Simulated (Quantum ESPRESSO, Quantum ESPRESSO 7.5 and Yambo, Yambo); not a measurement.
# Quasiparticle gap of BaTiO3 (P4mm) in Yambo

How does a plane-wave GW calculation on BaTiO3 (P4mm) run from the first input to the gap?

Main program and level: Quantum ESPRESSO 7.5 and Yambo 5.3.0; PBE and many-body steps on it, plane waves.

Most raw output is cut from this account.

The database entry behind the starting cell differs from later determinations by our own check (c/a about 0.6 % short), so it need not match the best structure at ambient conditions.

### 1. The starting structure

The structure is tetragonal, space group P4mm (No. 99). Conventional cell: a = 4.000 Å, b = 4.000 Å, c = 4.018 Å, α = 90.00°, β = 90.00°, γ = 90.00°. Ba has 12 O at 2.79 to 2.88 Å nearest. Nearest to Ti lie 6 O at 1.85 to 2.17 Å. Nearest to O lie 2 Ti at 1.85 to 2.17 Å and 4 Ba at 2.83 Å. Nearest to O lie 2 Ti at 2.00 Å and 4 Ba at 2.79 to 2.88 Å. Farther neighbours and most contacts between anions are not listed.

Coordinates:

```cif
data_structure
_symmetry_space_group_name_H-M 'P 1'
_symmetry_Int_Tables_number 1
_cell_length_a 3.9998
_cell_length_b 3.9998
_cell_length_c 4.0180
_cell_angle_alpha 90.000
_cell_angle_beta 90.000
_cell_angle_gamma 90.000
_cell_volume 64.28
loop_
_atom_site_label
_atom_site_type_symbol
_atom_site_fract_x
_atom_site_fract_y
_atom_site_fract_z
_atom_site_occupancy
Ba1 Ba 0.00000 0.00000 0.00072 1
Ti2 Ti 0.50000 0.50000 0.48563 1
O3 O 0.50000 0.50000 0.02534 1
O4 O 0.50000 0.00000 0.51565 1
O5 O 0.00000 0.50000 0.51565 1
```

Geometry: measured (diffraction); atoms relaxed with PBE. The runs that relaxed it are not among those shown. Spin-orbit coupling is left out unless a step names it.

### 2. Ground state

This step: Quantum ESPRESSO 7.5; DFT, PBE, plane waves, norm-conserving pseudopotentials.

The ground-state density comes first.

The input, pw.in:

```
&control
  calculation = 'scf'
  prefix = 'x'
  outdir = 'o'
  pseudo_dir = 'pseudo'
/
&system
  ibrav = 0
  nat = 5
  ntyp = 3
  ecutwfc = 76.0
  nbnd = 26
  force_symmorphic = .true.
/
&electrons
  conv_thr = 1e-10
  electron_maxstep = 80
  mixing_beta = 0.5
/
ATOMIC_SPECIES
  Ba 137.33 Ba.upf
  Ti 47.867 Ti.upf
  O 15.999 O.upf
CELL_PARAMETERS angstrom
  3.9998000000 0.0000000000 0.0000000000
  0.0000000000 3.9998000000 0.0000000000
  0.0000000000 0.0000000000 4.0180000000
ATOMIC_POSITIONS crystal
  Ba 0.0000000000 0.0000000000 0.0007199741
  Ti 0.5000000000 0.5000000000 0.4856287386
  O 0.5000000000 0.5000000000 0.0253431139
  O 0.5000000000 0.0000000000 0.5156540867
  O 0.0000000000 0.5000000000 0.5156540867
K_POINTS automatic
  6 6 6 0 0 0
```

Command:

```console
OMP_NUM_THREADS=1 mpirun -n 4 pw.x -nk 4 -in pw.in > pw.out
```

Elapsed: 28 s, on 4 MPI ranks of Arm Neoverse V1, shared host; peak memory 0.37 GiB; 1.9 min of CPU time.

This step gave:

```
total energy               : -3738.4675 eV
gap                        : 1.845 eV
k of the valence top       : -0.5, -0.5, -0.5
k of the conduction bottom : 0, 0, 0
least direct gap           : 2.185 eV
```

The gap is indirect, with the least direct gap 0.34 eV higher.

### 3. Bands along the symmetry lines

Levels along a band path, at the cheap level, show where the edges lie and whether the meshes to come will hold them.

The input, pw.in:

```
&control
  calculation = 'bands'
  prefix = 'x'
  outdir = 'o'
  pseudo_dir = 'pseudo'
/
&system
  ibrav = 0
  nat = 5
  ntyp = 3
  ecutwfc = 76.0
  nbnd = 26
  force_symmorphic = .true.
/
&electrons
  conv_thr = 1e-9
  electron_maxstep = 80
  diago_full_acc = .true.
  diago_thr_init = 5e-6
/
ATOMIC_SPECIES
  Ba 137.33 Ba.upf
  Ti 47.867 Ti.upf
  O 15.999 O.upf
CELL_PARAMETERS angstrom
  3.9998000000 0.0000000000 0.0000000000
  0.0000000000 3.9998000000 0.0000000000
  0.0000000000 0.0000000000 4.0180000000
ATOMIC_POSITIONS crystal
  Ba 0.0000000000 0.0000000000 0.0007199741
  Ti 0.5000000000 0.5000000000 0.4856287386
  O 0.5000000000 0.5000000000 0.0253431139
  O 0.5000000000 0.0000000000 0.5156540867
  O 0.0000000000 0.5000000000 0.5156540867
K_POINTS crystal
  75
  0.00000000 0.00000000 0.00000000 1
  0.00000000 0.06250000 0.00000000 1
  0.00000000 0.12500000 0.00000000 1
  0.00000000 0.18750000 0.00000000 1
  0.00000000 0.25000000 0.00000000 1
  0.00000000 0.31250000 0.00000000 1
  0.00000000 0.37500000 0.00000000 1
  0.00000000 0.43750000 0.00000000 1
  0.00000000 0.50000000 0.00000000 1
  0.06250000 0.50000000 0.00000000 1
  0.12500000 0.50000000 0.00000000 1
  0.18750000 0.50000000 0.00000000 1
  0.25000000 0.50000000 0.00000000 1
  0.31250000 0.50000000 0.00000000 1
  0.37500000 0.50000000 0.00000000 1
  0.43750000 0.50000000 0.00000000 1
  0.50000000 0.50000000 0.00000000 1
  0.43750000 0.43750000 0.00000000 1
  0.37500000 0.37500000 0.00000000 1
  0.31250000 0.31250000 0.00000000 1
  0.25000000 0.25000000 0.00000000 1
  0.18750000 0.18750000 0.00000000 1
  0.12500000 0.12500000 0.00000000 1
  0.06250000 0.06250000 0.00000000 1
  0.00000000 0.00000000 0.00000000 1
  0.00000000 0.00000000 0.06250000 1
  0.00000000 0.00000000 0.12500000 1
  0.00000000 0.00000000 0.18750000 1
  0.00000000 0.00000000 0.25000000 1
  0.00000000 0.00000000 0.31250000 1
  0.00000000 0.00000000 0.37500000 1
  0.00000000 0.00000000 0.43750000 1
  0.00000000 0.00000000 0.50000000 1
  0.00000000 0.06250000 0.50000000 1
  0.00000000 0.12500000 0.50000000 1
  0.00000000 0.18750000 0.50000000 1
  0.00000000 0.25000000 0.50000000 1
  0.00000000 0.31250000 0.50000000 1
  0.00000000 0.37500000 0.50000000 1
  0.00000000 0.43750000 0.50000000 1
  0.00000000 0.50000000 0.50000000 1
  0.06250000 0.50000000 0.50000000 1
  0.12500000 0.50000000 0.50000000 1
  0.18750000 0.50000000 0.50000000 1
  0.25000000 0.50000000 0.50000000 1
  0.31250000 0.50000000 0.50000000 1
  0.37500000 0.50000000 0.50000000 1
  0.43750000 0.50000000 0.50000000 1
  0.50000000 0.50000000 0.50000000 1
  0.43750000 0.43750000 0.50000000 1
  0.37500000 0.37500000 0.50000000 1
  0.31250000 0.31250000 0.50000000 1
  0.25000000 0.25000000 0.50000000 1
  0.18750000 0.18750000 0.50000000 1
  0.12500000 0.12500000 0.50000000 1
  0.06250000 0.06250000 0.50000000 1
  0.00000000 0.00000000 0.50000000 1
  0.00000000 0.50000000 0.00000000 1
  0.00000000 0.50000000 0.06250000 1
  0.00000000 0.50000000 0.12500000 1
  0.00000000 0.50000000 0.18750000 1
  0.00000000 0.50000000 0.25000000 1
  0.00000000 0.50000000 0.31250000 1
  0.00000000 0.50000000 0.37500000 1
  0.00000000 0.50000000 0.43750000 1
  0.00000000 0.50000000 0.50000000 1
  0.50000000 0.50000000 0.00000000 1
  0.50000000 0.50000000 0.06250000 1
  0.50000000 0.50000000 0.12500000 1
  0.50000000 0.50000000 0.18750000 1
  0.50000000 0.50000000 0.25000000 1
  0.50000000 0.50000000 0.31250000 1
  0.50000000 0.50000000 0.37500000 1
  0.50000000 0.50000000 0.43750000 1
  0.50000000 0.50000000 0.50000000 1
```

Elapsed: 13 s, on 4 MPI ranks; peak memory 0.27 GiB.

This step gave:

| Quantity | Value |
| --- | --- |
| gap | 1.845 eV |
| k of the valence top | 0.5, 0.5, 0.5 |
| k of the conduction bottom | 0, 0, 0 |
| least direct gap | 2.185 eV |

The gap is 1.845 eV, as in the run before at this level.

The electronic bands at the labelled points (eV, zero at the top of the highest filled band):

| point | band 17 | band 18 | band 19 | band 20 | band 21 | band 22 | band 23 | band 24 |
| --- | --- | --- | --- | --- | --- | --- | --- | --- |
| Γ | -1.15 | -0.39 | -0.34 | -0.34 | 1.84 | 2.16 | 2.16 | 4.08 |
| halfway | -1.51 | -1.24 | -0.76 | -0.63 | 2.21 | 2.79 | 2.83 | 4.21 |
| X | -1.82 | -1.66 | -1.05 | -0.92 | 2.28 | 3.55 | 3.61 | 4.19 |
| halfway | -1.63 | -1.49 | -1.09 | -0.50 | 2.88 | 3.62 | 3.70 | 4.75 |
| M | -1.81 | -1.04 | -1.04 | -0.07 | 3.63 | 3.63 | 4.00 | 4.78 |
| halfway | -1.87 | -1.15 | -0.92 | -0.50 | 2.74 | 2.96 | 3.15 | 4.73 |
| Γ | -1.15 | -0.39 | -0.34 | -0.34 | 1.84 | 2.16 | 2.16 | 4.08 |
| halfway | -1.58 | -1.29 | -0.53 | -0.53 | 1.92 | 2.96 | 2.96 | 4.08 |
| Z | -1.94 | -1.92 | -0.70 | -0.70 | 2.00 | 3.66 | 3.66 | 4.08 |
| halfway | -1.41 | -1.29 | -1.09 | -0.63 | 2.85 | 3.67 | 3.72 | 4.74 |
| R | -1.74 | -0.90 | -0.88 | -0.21 | 3.58 | 3.68 | 4.01 | 4.92 |
| halfway | -2.46 | -0.59 | -0.52 | -0.17 | 3.88 | 3.91 | 4.13 | 6.24 |
| A | -2.39 | -0.14 | -0.14 | 0.00 | 4.23 | 4.25 | 4.25 | 6.51 |
| halfway | -2.15 | -0.88 | -0.69 | -0.62 | 3.34 | 3.80 | 3.83 | 5.95 |
| Z | -1.94 | -1.92 | -0.70 | -0.70 | 2.00 | 3.66 | 3.66 | 4.08 |
| jump to X | -1.82 | -1.66 | -1.05 | -0.92 | 2.28 | 3.55 | 3.61 | 4.19 |
| halfway | -1.45 | -1.39 | -1.18 | -0.60 | 3.01 | 3.57 | 3.73 | 4.77 |
| R | -1.74 | -0.90 | -0.88 | -0.21 | 3.58 | 3.68 | 4.01 | 4.92 |
| jump to M | -1.81 | -1.04 | -1.04 | -0.07 | 3.63 | 3.63 | 4.00 | 4.78 |
| halfway | -2.55 | -0.68 | -0.68 | -0.04 | 3.92 | 3.92 | 4.11 | 6.09 |
| A | -2.39 | -0.14 | -0.14 | 0.00 | 4.23 | 4.25 | 4.25 | 6.51 |

### 4. Empty states on the mesh, 4×4×4 mesh, 87 bands

The sums over transitions need many empty states on a uniform mesh; this step solves for them.

The input, pw.in:

```
&control
  calculation = 'nscf'
  prefix = 'x'
  outdir = 'o'
  pseudo_dir = 'pseudo'
/
&system
  ibrav = 0
  nat = 5
  ntyp = 3
  ecutwfc = 76.0
  nbnd = 87
  force_symmorphic = .true.
/
&electrons
  conv_thr = 1e-9
  electron_maxstep = 80
  diago_full_acc = .true.
  diago_thr_init = 5e-6
/
ATOMIC_SPECIES
  Ba 137.33 Ba.upf
  Ti 47.867 Ti.upf
  O 15.999 O.upf
CELL_PARAMETERS angstrom
  3.9998000000 0.0000000000 0.0000000000
  0.0000000000 3.9998000000 0.0000000000
  0.0000000000 0.0000000000 4.0180000000
ATOMIC_POSITIONS crystal
  Ba 0.0000000000 0.0000000000 0.0007199741
  Ti 0.5000000000 0.5000000000 0.4856287386
  O 0.5000000000 0.5000000000 0.0253431139
  O 0.5000000000 0.0000000000 0.5156540867
  O 0.0000000000 0.5000000000 0.5156540867
K_POINTS automatic
  4 4 4 0 0 0
```

Elapsed: 16 s, on 4 MPI ranks; peak memory 0.37 GiB; 62 s of CPU time.

This step gave:

```
gap                                                           : 1.845 eV
k of the valence top                                          : -0.5, -0.5, -0.5
k of the conduction bottom                                    : 0, 0, 0
least direct gap                                              : 2.185 eV
k points computed                                             : 18
lowest point of the top converged band, above the valence top : 48.79 eV
```

On this mesh the gap is 1.845 eV.

### 5. Conversion and set-up

This step: Yambo 5.3.0; conversion and set-up on PBE, plane waves, norm-conserving pseudopotentials.

The states are converted to the many-body program's format and the q mesh is built.

Command:

```console
(cd o/x.save; p2y > p2y.log; mv SAVE ../..); yambo > setup.log
```

Run time: 3.3 s. Hardware: 1 MPI rank; peak memory 0.25 GiB.

### 6. Screening and self-energy, 4×4×4 mesh, 87 bands, screening to 95.2 eV

G0W0 replaces the xc potential by the self-energy, built once from these orbitals. Only a window of levels is corrected, while the sums run over the empty bands that the input names.

This step: G0W0 on PBE, plane waves, norm-conserving pseudopotentials.

The input, gw1.in:

```
HF_and_locXC
gw0
dyson
ppa
em1d
rim_cut
RandQpts= 1000000
RandGvec= 1 RL
EXXRLvcs= 76 Ry
VXCRLvcs= 304 Ry
Chimod= "HARTREE"
% BndsRnXp
 1 | 87 |
%
NGsBlkXp= 7 Ry
% LongDrXp
 1 | 1 | 1 |
%
% GbndRnge
 1 | 87 |
%
DysSolver= "n"
ExtendOut
PPAPntXp= 27.21138 eV
% QPkrange
 1 | 18 | 11 | 27 |
%
```

Command:

```console
OMP_NUM_THREADS=1 mpirun -n 4 yambo -F gw1.in -J gw1 -C gw1 > gw1.log
```

Wall time 12 min (4 MPI ranks); peak memory 2.8 GiB.

Numbers from this step:

* G0W0 gap on the mesh: 3.336 eV
* starting gap on the mesh: 1.845 eV
* k of the valence top: -0.5, -0.5, -0.5
* k of the conduction bottom: 0, 0, 0
* least direct G0W0 gap on the computed points: 3.682 eV
* Z at the valence top: 0.7659
* Z at the conduction bottom: 0.7796

The gap on the mesh goes from 1.84 eV to 3.34 eV, a correction of +1.49 eV.

Limits: finite bands, cutoff and mesh; no spin-orbit coupling; coarse k mesh. v1 is the top filled band, c1 the lowest empty one. Levels before and after the correction, in eV, zero at the valence-band top of each column:

|  | conduction bottom | valence top |
| --- | --- | --- |
| Kohn-Sham | 1.84 | 0.00 |
| G0W0 | 3.34 | 0.00 |

|  | level | energy (eV) |
| --- | --- | --- |
| Kohn-Sham | Γ v3 | -0.393 |
| Kohn-Sham | Γ v2-v1 | -0.340 |
| Kohn-Sham | Γ c1 | 1.845 |
| Kohn-Sham | Γ c2-c3 | 2.161 |
| Kohn-Sham | (-0.5 -0.5 -0.5) v3-v2 | -0.139 |
| Kohn-Sham | (-0.5 -0.5 -0.5) v1 | 0.000 |
| Kohn-Sham | (-0.5 -0.5 -0.5) c1 | 4.229 |
| Kohn-Sham | (-0.5 -0.5 -0.5) c2-c3 | 4.252 |
| G0W0 | Γ v3 | -0.418 |
| G0W0 | Γ v2-v1 | -0.347 |
| G0W0 | Γ c1 | 3.336 |
| G0W0 | Γ c2-c3 | 3.700 |
| G0W0 | (-0.5 -0.5 -0.5) v3-v2 | -0.176 |
| G0W0 | (-0.5 -0.5 -0.5) v1 | 0.000 |
| G0W0 | (-0.5 -0.5 -0.5) c1 | 6.053 |
| G0W0 | (-0.5 -0.5 -0.5) c2-c3 | 6.133 |

### 7. Where the time went

Times are wall times on the hardware named with each run, good to a factor of about two.

| step | time | share | memory (GiB) |
| --- | --- | --- | --- |
| ground state | 28 s | 4 % | 0.37 |
| bands along the symmetry lines | 13 s | 2 % | 0.27 |
| empty states on the mesh | 16 s | 2 % | 0.37 |
| conversion and set-up | 3.3 s | 0 % | 0.25 |
| screening and self-energy | 12 min | 92 % | 2.8 |

### 8. Summary of results

| Quantity | Value |
| --- | --- |
| PBE gap | 1.84 eV, indirect |
| G0W0 gap on the mesh | 3.34 eV |
| GW settings | 4×4×4 mesh, 87 bands, screening to 95.2 eV, Godby-Needs plasmon pole |
| known limits | not at the basis limit; no spin-orbit coupling; coarse k mesh |

G0W0 moves the gap on the mesh from 1.84 eV to 3.34 eV (+1.49 eV), with Z of 0.77 and 0.78 at the edges. The dearest step here is «screening and self-energy». Bands and cutoff are finite, so the gap is not at the basis limit. The miss can reach some tenths of an eV and take either sign; the mesh is an error of its own. The 4×4×4 mesh is coarse for this cell, which bears on the long-range parts of exchange and screening. The many-body steps are scalar-relativistic: spin-orbit coupling is not in them.

[Paths, hosts, dates, memory and timing lines, banners, echoed tables and standing remarks are left out of the program output.]

[Logs are printed without paths, hosts, clocks, repeated set-up lines and the standing remarks that a program may print on its own settings, such as how far it seeks lower states.]

[Runs of the session that timed out or met a known fault of the program may be left out.]

[Hosts, paths, dates, database ids (printed as entryN), source tags and the programs' standing remarks are cut or masked in the printed files.]
